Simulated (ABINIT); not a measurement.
# KF (Carobbiite): G0W0 in ABINIT against the bands in the self-energy

How does the gap of KF (Carobbiite) converge in the bands in the self-energy?

Program: ABINIT 10.8.3. Level of theory: LDA and many-body steps on it, plane waves. Results are calculated unless marked as measured.

### 1. The structure

The structure is cubic, space group Fm-3m (No. 225). Conventional cell: a = 5.344 Å, b = 5.344 Å, c = 5.344 Å, α = 90.00°, β = 90.00°, γ = 90.00°. Nearest to K lie 6 F at 2.67 Å. Nearest to F lie 6 K at 2.67 Å. Farther neighbours and most contacts between anions are not listed.

The cell and positions come from the Crystallography Open Database and are kept as given unless a step says otherwise.

### 2. Screening, 4×4×4 mesh, 94 bands, screening to 176.9 eV

This step: ABINIT 10.8.3; RPA screening on LDA, plane waves, norm-conserving pseudopotentials.

The RPA dielectric matrix is built and inverted for each q.

Input file run.abi:

```
acell 3*1.0 Angstrom
rprim 
  -0.000000000000 2.671850000000 2.671850000000
  2.671850000000 -0.000000000000 2.671850000000
  2.671850000000 2.671850000000 0.000000000000
ntypat 2
znucl 19 9
natom 2
typat 1 2
xred 
  0.000000000000 0.000000000000 0.000000000000
  0.500000000000 0.500000000000 0.500000000000
pp_dirpath "pseudos"
pseudos "K.upf, F.upf"
ecut 36
ngkpt 4 4 4
nshiftk 1
shiftk 0 0 0
kptopt 1
chksymbreak 0
istwfk *1
occopt 1
irdwfk 1
optdriver 3
nband 94
ecuteps 6.5
inclvkb 2
awtr 1
symchi 1
indata_prefix "in"
outdata_prefix "out"
tmpdata_prefix "tmp"
```

Launch:

```
> OMP_NUM_THREADS=1 mpirun -n 4 abinit run.abi > log
```

Log:

```text
.Version 10.8.3 of ABINIT. v10.8.2 released Aug 2026.

 Symmetries : space group Fm -3 m (#225); Bravais cF (face-center cubic)
[... echo of the input left out ...]
== DATASET  1 ==================================================================
-   mpi_nproc: 4, omp_nthreads: 1 (-1 if OMP is not activated)

--- !DatasetInfo
iteration_state: {dtset: 1, }
dimensions: {natom: 2, nkpt: 8, mband: 94, nsppol: 1, nspinor: 1, nspden: 1, mpw: 2685, }
cutoff_energies: {ecut:  36.0, pawecutdg:  -1.0, }
electrons: {nelect:   1.60000000E+01, charge:   0.00000000E+00, occopt:   1.00000000E+00, tsmear:   1.00000000E-02, }

 SCREENING: Calculation of the susceptibility and dielectric matrices

 Based on a program developped by R.W. Godby, V. Olevano, G. Onida, and L. Reining.
 Incorporated in ABINIT by V. Olevano, G.-M. Rignanese, and M. Torrent.
.Using double precision arithmetic ; gwpc =  8

[... cell and pseudopotentials left out ...]
--------------------------------------------------------------------------------

 ==== K-mesh for the wavefunctions ====
 Number of points in the irreducible wedge :     8
[... list of points left out ...]
 Together with 48 symmetry operations and time-reversal symmetry
 yields    64 points in the full Brillouin Zone.

 ==== Q-mesh for the screening function ====
 Number of points in the irreducible wedge :     8
[... list of points left out ...]
 Together with 48 symmetry operations and time-reversal symmetry
 yields    64 points in the full Brillouin Zone.

 setmesh: FFT mesh size selected  =    27x   27x   27
          total number of points  =        19683

 vcoul_init : cutoff-mode = AUXILIARY_FUNCTION
 q-points for optical limit:   1
     1)      0.000010    0.000020    0.000030

- screening: taking advantage of time-reversal symmetry
- Maximum band index for partially occupied states nbvw = 8
- Remaining bands to be divided among processors   nbcw = 86
- Number of bands treated by each node ~21

 Number of electrons calculated from density =   16.0000; Expected =   16.0000
 average of density, n =  0.062152
 r_s =    1.5661
 omega_plasma =   24.0483 [eV]

 calculating chi0 at frequencies [eV] :
  1    0.000000E+00    0.000000E+00
  2    0.000000E+00    2.404829E+01

--------------------------------------------------------------------------------
  q-point number  1        q = ( 0.000000, 0.000000, 0.000000) [r.l.u.]
--------------------------------------------------------------------------------
[... chi0 elements left out ...]
 For q-point:  0.000010 0.000020 0.000030
  dielectric constant =   1.9536
  dielectric constant without local fields =   2.1659

  Average fulfillment of the sum rule on Im[epsilon] for q-point    1 :     65.35  [%]
[... wings left out ...]
  q-point number  2        q = ( 0.250000, 0.000000, 0.000000) [r.l.u.]
--------------------------------------------------------------------------------
[... chi0 elements left out ...]
  Average fulfillment of the sum rule on Im[epsilon] for q-point    2 :     74.89  [%]

 [... 6 further q-points ...]
```

Run time: 15 s. Hardware: 4 MPI ranks of Arm Neoverse V1, shared host; peak memory 0.64 GiB.

This step gave:

| Quantity | Value |
| --- | --- |
| ε∞ with local fields, on this mesh, along the program's q direction | 1.954 |
| the same without local fields | 2.166 |
| plasma frequency | 24.05 eV |
| plane waves in the screening matrix | 181 |

Local fields lower ε∞ by 10 %. On a Γ-centred mesh this coarse the value itself is usually too large, while a short band sum pulls it down.

### 3. 16 bands

This step: G0W0 on LDA, plane waves, norm-conserving pseudopotentials.

run.abi: that of step 2 with these lines changed.

```diff
@@ -23,8 +23,15 @@
 irdwfk 1
-optdriver 3
-nband 94
+optdriver 4
+nband 16
+gwcalctyp 0
+ecutsigx 36
+symsigma 1
+nkptgw 1
+kptgw 
+  0.0000000000 0.0000000000 0.0000000000
+bdgw 
+  6 12
 ecuteps 6.5
-inclvkb 2
-awtr 1
-symchi 1
+irdscr 1
+ppmodel 1
 indata_prefix "in"
```

Log:

```text
.Version 10.8.3 of ABINIT. v10.8.2 released Aug 2026.

 Symmetries : space group Fm -3 m (#225); Bravais cF (face-center cubic)
[... echo of the input left out ...]
== DATASET  1 ==================================================================
-   mpi_nproc: 4, omp_nthreads: 1 (-1 if OMP is not activated)

--- !DatasetInfo
iteration_state: {dtset: 1, }
dimensions: {natom: 2, nkpt: 8, mband: 16, nsppol: 1, nspinor: 1, nspden: 1, mpw: 2685, }
cutoff_energies: {ecut:  36.0, pawecutdg:  -1.0, }
electrons: {nelect:   1.60000000E+01, charge:   0.00000000E+00, occopt:   1.00000000E+00, tsmear:   1.00000000E-02, }

 SIGMA: Calculation of the GW corrections

 Based on a program developped by R.W. Godby, V. Olevano, G. Onida, and L. Reining.
 Incorporated in ABINIT by V. Olevano, G.-M. Rignanese, and M. Torrent.
.Using double precision arithmetic ; gwpc =  8

[... cell and pseudopotentials left out ...]
--------------------------------------------------------------------------------

 ==== K-mesh for the wavefunctions ====
 Number of points in the irreducible wedge :     8
[... list of points left out ...]
 Together with 48 symmetry operations and time-reversal symmetry
 yields    64 points in the full Brillouin Zone.

 ==== Q-mesh for screening function ====
 Number of points in the irreducible wedge :     8
[... list of points left out ...]
 Together with 48 symmetry operations and time-reversal symmetry
 yields    64 points in the full Brillouin Zone.

 vcoul_init : cutoff-mode = AUXILIARY_FUNCTION
 q-points for optical limit:   1
     1)      0.000010    0.000020    0.000030
 setmesh: FFT mesh size selected  =    40x   40x   40
          total number of points  =        64000

 Number of electrons calculated from density =   16.0000; Expected =   16.0000
 average of density, n =  0.062152
 r_s =    1.5661
 omega_plasma =   24.0483 [eV]

 === KS Band Gaps ===
  >>>> For spin  1
   Minimum direct gap =   5.8215 [eV], located at k-point      :   0.0000  0.0000  0.0000
   Fundamental gap    =   5.8215 [eV], Top of valence bands at :   0.0000  0.0000  0.0000
                                       Bottom of conduction at :   0.0000  0.0000  0.0000
 SIGMA fundamental parameters:
 PLASMON POLE MODEL  1
 number of plane-waves for SigmaX                 2685
 number of plane-waves for SigmaC and W            181
 number of plane-waves for wavefunctions          2685
 number of bands                                    16
 number of independent spin polarizations            1
 number of spinorial components                      1
 number of k-points in IBZ                           8
 number of q-points in IBZ                           8
 number of symmetry operations                      48
 number of k-points in BZ                           64
 number of q-points in BZ                           64
 number of frequencies for dSigma/dE                 9
 frequency step for dSigma/dE [eV]                0.25
 number of omega for Sigma on real axis              0
 max omega for Sigma on real axis  [eV]           0.00
 zcut for avoiding poles [eV]                     0.10

 EPSILON^-1 parameters (SCR file):
 dimension of the eps^-1 matrix on file            181
 dimension of the eps^-1 matrix used               181
 number of plane-waves for wavefunctions          2685
 number of bands                                    94
 number of q-points in IBZ                           8
 number of frequencies                               2
 number of real frequencies                          1
 number of imag frequencies                          1

 matrix elements of self-energy operator (all in [eV])

 Perturbative Calculation

--- !SelfEnergy_ee
iteration_state: {dtset: 1, }
kpoint     : [   0.000,    0.000,    0.000, ]
spin       : 1
KS_gap     :    5.821
QP_gap     :    9.654
Delta_QP_KS:    3.833
data: !SigmaeeData |
     Band     E0 <VxcDFT>   SigX SigC(E0)      Z dSigC/dE  Sig(E)    E-E0       E
        6  -0.305 -21.597 -29.368   5.887   0.811  -0.233 -23.125  -1.528  -1.834
        7  -0.305 -21.597 -29.368   5.887   0.811  -0.233 -23.125  -1.528  -1.834
        8  -0.305 -21.597 -29.368   5.887   0.811  -0.233 -23.125  -1.528  -1.834
        9   5.516  -8.806  -4.130  -2.127   0.904  -0.106  -6.502   2.304   7.820
       10  10.239 -11.047  -4.836  -1.946   0.904  -0.106  -7.190   3.856  14.095
       11  10.239 -11.047  -4.836  -1.946   0.904  -0.106  -7.190   3.856  14.095
       12  10.239 -11.047  -4.836  -1.946   0.904  -0.106  -7.190   3.856  14.095

== END DATASET(S) ==============================================================
================================================================================

 -outvars: echo values of variables after computation  --------
           etotal      0.0000000000E+00
            nband          16
             nkpt           8
          spgroup         225
 [... the other variables as echoed above ...]

 Calculation completed.
```

Elapsed: 2.8 s, on 4 MPI ranks; peak memory 0.15 GiB.

This step gave:

| Property | Result |
| --- | --- |
| G0W0 gap on the points computed | 9.654 eV |
| starting gap on the mesh | 5.821 eV |
| k of the valence top | 0, 0, 0 |
| k of the conduction bottom | 0, 0, 0 |
| Z at the valence top | 0.811 |
| Z at the conduction bottom | 0.904 |
| least direct G0W0 gap on the computed points | 9.654 eV |

### 4. 29 bands

The self-energy is evaluated for the states that the input lists, and the levels follow from it, in one-shot runs by the linearised quasiparticle equation.

run.abi: that of step 3 with these lines changed.

```diff
@@ -24,3 +24,3 @@
 optdriver 4
-nband 16
+nband 29
 gwcalctyp 0
```

Log:

```text
.Version 10.8.3 of ABINIT. v10.8.2 released Aug 2026.

 Symmetries : space group Fm -3 m (#225); Bravais cF (face-center cubic)
[... echo of the input left out ...]
== DATASET  1 ==================================================================
-   mpi_nproc: 4, omp_nthreads: 1 (-1 if OMP is not activated)

--- !DatasetInfo
iteration_state: {dtset: 1, }
dimensions: {natom: 2, nkpt: 8, mband: 29, nsppol: 1, nspinor: 1, nspden: 1, mpw: 2685, }
cutoff_energies: {ecut:  36.0, pawecutdg:  -1.0, }
electrons: {nelect:   1.60000000E+01, charge:   0.00000000E+00, occopt:   1.00000000E+00, tsmear:   1.00000000E-02, }

 SIGMA: Calculation of the GW corrections

 Based on a program developped by R.W. Godby, V. Olevano, G. Onida, and L. Reining.
 Incorporated in ABINIT by V. Olevano, G.-M. Rignanese, and M. Torrent.
.Using double precision arithmetic ; gwpc =  8

[... cell and pseudopotentials left out ...]
--------------------------------------------------------------------------------

 ==== K-mesh for the wavefunctions ====
 Number of points in the irreducible wedge :     8
[... list of points left out ...]
 Together with 48 symmetry operations and time-reversal symmetry
 yields    64 points in the full Brillouin Zone.

 ==== Q-mesh for screening function ====
 Number of points in the irreducible wedge :     8
[... list of points left out ...]
 Together with 48 symmetry operations and time-reversal symmetry
 yields    64 points in the full Brillouin Zone.

 vcoul_init : cutoff-mode = AUXILIARY_FUNCTION
 q-points for optical limit:   1
     1)      0.000010    0.000020    0.000030
 setmesh: FFT mesh size selected  =    40x   40x   40
          total number of points  =        64000

 Number of electrons calculated from density =   16.0000; Expected =   16.0000
[...]
number of q-points in BZ                           64
 number of frequencies for dSigma/dE                 9
 frequency step for dSigma/dE [eV]                0.25
 number of omega for Sigma on real axis              0
 max omega for Sigma on real axis  [eV]           0.00
 zcut for avoiding poles [eV]                     0.10

 EPSILON^-1 parameters (SCR file):
 dimension of the eps^-1 matrix on file            181
 dimension of the eps^-1 matrix used               181
 number of plane-waves for wavefunctions          2685
 number of bands                                    94
 number of q-points in IBZ                           8
 number of frequencies                               2
 number of real frequencies                          1
 number of imag frequencies                          1

 matrix elements of self-energy operator (all in [eV])

 Perturbative Calculation

--- !SelfEnergy_ee
iteration_state: {dtset: 1, }
kpoint     : [   0.000,    0.000,    0.000, ]
spin       : 1
KS_gap     :    5.821
QP_gap     :    9.580
Delta_QP_KS:    3.759
data: !SigmaeeData |
     Band     E0 <VxcDFT>   SigX SigC(E0)      Z dSigC/dE  Sig(E)    E-E0       E
        6  -0.305 -21.597 -29.368   5.453   0.807  -0.240 -23.466  -1.869  -2.175
        7  -0.305 -21.597 -29.368   5.453   0.807  -0.240 -23.466  -1.869  -2.175
        8  -0.305 -21.597 -29.368   5.453   0.807  -0.240 -23.466  -1.869  -2.175
        9   5.516  -8.806  -4.130  -2.569   0.897  -0.115  -6.917   1.889   7.405
       10  10.239 -11.047  -4.836  -2.550   0.894  -0.119  -7.775   3.272  13.510
       11  10.239 -11.047  -4.836  -2.550   0.894  -0.119  -7.775   3.272  13.510
       12  10.239 -11.047  -4.836  -2.550   0.894  -0.119  -7.775   3.272  13.510

== END DATASET(S) ==============================================================
================================================================================

 -outvars: echo values of variables after computation  --------
           etotal      0.0000000000E+00
            nband          29
             nkpt           8
          spgroup         225
 [... the other variables as echoed above ...]

 Calculation completed.
```

It took 3.2 s on 4 MPI ranks; peak memory 0.48 GiB.

Numbers from this step:

```
G0W0 gap on the points computed              : 9.58 eV
starting gap on the mesh                     : 5.821 eV
k of the valence top                         : 0, 0, 0
k of the conduction bottom                   : 0, 0, 0
Z at the valence top                         : 0.807
Z at the conduction bottom                   : 0.897
least direct G0W0 gap on the computed points : 9.58 eV
```

The gap on the mesh goes from 5.82 eV to 9.58 eV, a correction of +3.76 eV.

### 5. 58 bands

run.abi: that of step 4 with these lines changed.

```diff
@@ -24,3 +24,3 @@
 optdriver 4
-nband 29
+nband 58
 gwcalctyp 0
```

Log:

```text
.Version 10.8.3 of ABINIT. v10.8.2 released Aug 2026.

 Symmetries : space group Fm -3 m (#225); Bravais cF (face-center cubic)
[... echo of the input left out ...]
== DATASET  1 ==================================================================
-   mpi_nproc: 4, omp_nthreads: 1 (-1 if OMP is not activated)

--- !DatasetInfo
iteration_state: {dtset: 1, }
dimensions: {natom: 2, nkpt: 8, mband: 58, nsppol: 1, nspinor: 1, nspden: 1, mpw: 2685, }
cutoff_energies: {ecut:  36.0, pawecutdg:  -1.0, }
[...]
10  10.239 -11.047  -4.836  -2.933   0.890  -0.124  -8.131   2.916  13.155
       11  10.239 -11.047  -4.836  -2.933   0.890  -0.124  -8.131   2.916  13.155
       12  10.239 -11.047  -4.836  -2.933   0.890  -0.124  -8.131   2.916  13.155

== END DATASET(S) ==============================================================
================================================================================

 -outvars: echo values of variables after computation  --------
           etotal      0.0000000000E+00
            nband          58
             nkpt           8
          spgroup         225
 [... the other variables as echoed above ...]

 Calculation completed.
```

Elapsed: 3.9 s, on 4 MPI ranks; peak memory 0.49 GiB.

This step gave:

```yaml
g0w0_gap_on_the_points_computed: 9.717 eV
starting_gap_on_the_mesh: 5.821 eV
k_of_the_valence_top: 0, 0, 0
k_of_the_conduction_bottom: 0, 0, 0
least_direct_g0w0_gap_on_the_computed_points: 9.717 eV
```

Against the run before, the gap moves by +0.137 eV.

### 6. 94 bands

run.abi: that of step 5 with these lines changed.

```diff
@@ -24,3 +24,3 @@
 optdriver 4
-nband 58
+nband 94
 gwcalctyp 0
```

Log:

```text
.Version 10.8.3 of ABINIT. v10.8.2 released Aug 2026.

 Symmetries : space group Fm -3 m (#225); Bravais cF (face-center cubic)
[... echo of the input left out ...]
== DATASET  1 ==================================================================
-   mpi_nproc: 4, omp_nthreads: 1 (-1 if OMP is not activated)

--- !DatasetInfo
iteration_state: {dtset: 1, }
dimensions: {natom: 2, nkpt: 8, mband: 94, nsppol: 1, nspinor: 1, nspden: 1, mpw: 2685, }
cutoff_energies: {ecut:  36.0, pawecutdg:  -1.0, }
[...]
10  10.239 -11.047  -4.836  -3.084   0.889  -0.125  -8.268   2.778  13.017
       11  10.239 -11.047  -4.836  -3.084   0.889  -0.125  -8.268   2.778  13.017
       12  10.239 -11.047  -4.836  -3.084   0.889  -0.125  -8.268   2.778  13.017

== END DATASET(S) ==============================================================
================================================================================

 -outvars: echo values of variables after computation  --------
           etotal      0.0000000000E+00
            nband          94
             nkpt           8
          spgroup         225
 [... the other variables as echoed above ...]

 Calculation completed.
```

It took 4.8 s on 4 MPI ranks; peak memory 0.5 GiB; 19 s of CPU time.

This step gave:

```yaml
g0w0_gap_on_the_points_computed: 9.815 eV
starting_gap_on_the_mesh: 5.821 eV
k_of_the_valence_top: 0, 0, 0
k_of_the_conduction_bottom: 0, 0, 0
least_direct_g0w0_gap_on_the_computed_points: 9.815 eV
```

Against the run before, the gap moves by +0.098 eV.

### 7. The runs together

Times are wall times on 4 MPI ranks of Arm Neoverse V1, shared host, good to a factor of about two. A run's time includes the screening step that it read.

| run | mesh | bands | screening cutoff (eV) | DFT gap (eV) | gap on the mesh (eV) | direct (eV) | ε∞ used | time |
| --- | --- | --- | --- | --- | --- | --- | --- | --- |
| 16 bands | 4×4×4 | 16 | 176.9 | 5.821 | 9.654 | 9.654 | 1.95 | 17 s |
| 29 bands | 4×4×4 | 29 | 176.9 | 5.821 | 9.580 | 9.580 | 1.95 | 18 s |
| 58 bands | 4×4×4 | 58 | 176.9 | 5.821 | 9.717 | 9.717 | 1.95 | 19 s |
| 94 bands | 4×4×4 | 94 | 176.9 | 5.821 | 9.815 | 9.815 | 1.95 | 19 s |

### 8. Summary of results

| Quantity | Value |
| --- | --- |
| 16 bands | 9.654 eV |
| 29 bands | 9.580 eV |
| 58 bands | 9.717 eV |
| 94 bands | 9.815 eV |
| known limits | not at the basis limit; coarse k mesh |

The setting moved: bands in the self-energy. From 16 bands to 94 bands the gap moves by +0.16 eV, not steadily: it passes through 9.58 eV. The last step still moves it by +0.098 eV. Bands and screening cutoff are coupled, so a series along one setting does not show full convergence. Bands and cutoff are finite, so the gap is not at the basis limit. The miss can reach some tenths of an eV and take either sign; the mesh is an error of its own. In the first G0W0 run levels were corrected at 1 k point alone, so a gap called «on the mesh» is the least over those, and an edge elsewhere would be missed. The 4×4×4 mesh is coarse for this cell, which bears on the long-range parts of exchange and screening.

[Paths, hosts, dates, memory and timing lines, banners, echoed tables and standing remarks are left out of the program output.]

[Logs are printed without paths, hosts, clocks, repeated set-up lines and the standing remarks that a program may print on its own settings, such as how far it seeks lower states.]

[Runs of the session that timed out or met a known fault of the program may be left out.]

[No measured gap is set beside runs whose start may be inverted or whose files or cutoffs have a known fault.]

[Hosts, paths, dates, database ids (printed as entryN), source tags and the programs' standing remarks are cut or masked in the printed files.]

[G0W0 gaps are taken among the corrected bands and points alone; a level outside them can change the order at an edge.]

[Where Ansatz stands beside ABINIT at settings called matched, ABINIT's density can come from a denser mesh and the files from another edition; pairs whose starting gaps differed by over 0.03 eV were left out, so agreement reads better than it is.]
